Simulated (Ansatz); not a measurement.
# Static equation of state of random zinc-blende (Ga, In, Al)As solid solution (64 atoms)

The cell holds 64 atoms: 10 In, 32 As, 11 Ga and 11 Al. Its edges and angles: a = 11.835 Å, b = 11.835 Å, c = 11.827 Å, α = 90.0°, β = 90.0°, γ = 90.0°. It derives from GaAs and InAs and AlAs. The starting structure: Zinc-blende lattice (a = 5.777 Å, the mean of the end members), 2 x 2 x 2 cells, metal sites filled at random with 11 Ga, 10 In, 11 Al; every coordinate displaced by a Gaussian of 0.07 Å.

Calculated with Ansatz 0.2.0: Kohn-Sham DFT, revPBE, PAW (set soft_1), plane waves; PAW set soft_1; cutoff 420 eV, Γ point, gaussian smearing of 0.025 eV. Cell and atoms were relaxed first, to V0 = 25.887 Å³ an atom at a residual P0 = -0.006 GPa. The cell was then scaled evenly, and the atoms were relaxed at each volume.

| volume (Å³/atom) | pressure (GPa) |
| --- | --- |
| 23.298 | 7.547 |
| 24.333 | ? |
| 25.110 | 1.847 |
| 26.663 | -1.571 |
| 27.440 | -1.811 |

Task: Fit the third-order Birch–Murnaghan equation to the rows given and interpolate to the withheld row.

Worked fit:

Take the Eulerian strain f = ½[(V0/V)^(2/3) − 1] and the normalised pressure F = (P − P0) / [3f(1 + 2f)^(5/2)]. The third-order Birch–Murnaghan equation is then the line F = B0 + (3/2)B0(B′ − 4) f, so u = f and v = F.

```
      u = f  v = F (GPa)
  0.0363831      58.0532
  0.0102571      57.2565
-0.00975648      56.1762
 -0.0190508      34.7919
```

With n = 4: mean u = 0.00445823, mean v = 51.5695, Σ(u − ū)² = 0.0018076, Σ(u − ū)(v − v̄) = 0.56891. Slope b = 0.56891 / 0.0018076 = 314.74; intercept a = v̄ − b ū = 50.166.

So B0 = a = 50.2 GPa and B′ = 4 + 2b/(3a) = 8.18. At the withheld volume f = 0.02106, F = a + b f = 56.79 GPa, and P = P0 + 3f(1 + 2f)^(5/2) F.

Prediction at 24.333: 3.971 GPa. The run gave 4.005 GPa, so the fit is low by 0.034 GPa (0.84 % of the value).

B′ = 8.2 lies outside the range of 3 to 6 that is common for dense crystals. The series isn't one smooth equation of state: even a line fitted to all rows, the withheld one included, misses F by up to 27.0 %. B0 and B′ are then only the numbers of this fit, not moduli of the material. Among the rows given, the largest miss of the fit is at 27.440, by 0.49 GPa (5.2 % of the range of the table).

Limits: Static cells at zero temperature; the cell shape is held. The program notes that the SCF threshold of these relaxations is loose for the stress. Only the Γ point is sampled, in a cell whose shortest periodic width is 12 Å.

[Long decimals in the printed logs are rounded to 6 places.]

[Logs are printed without paths, hosts, clocks, repeated set-up lines and the standing remarks that a program may print on its own settings, such as how far it seeks lower states.]

[Hosts, paths, dates, database ids (printed as entryN), source tags and the programs' standing remarks are cut or masked in the printed files.]
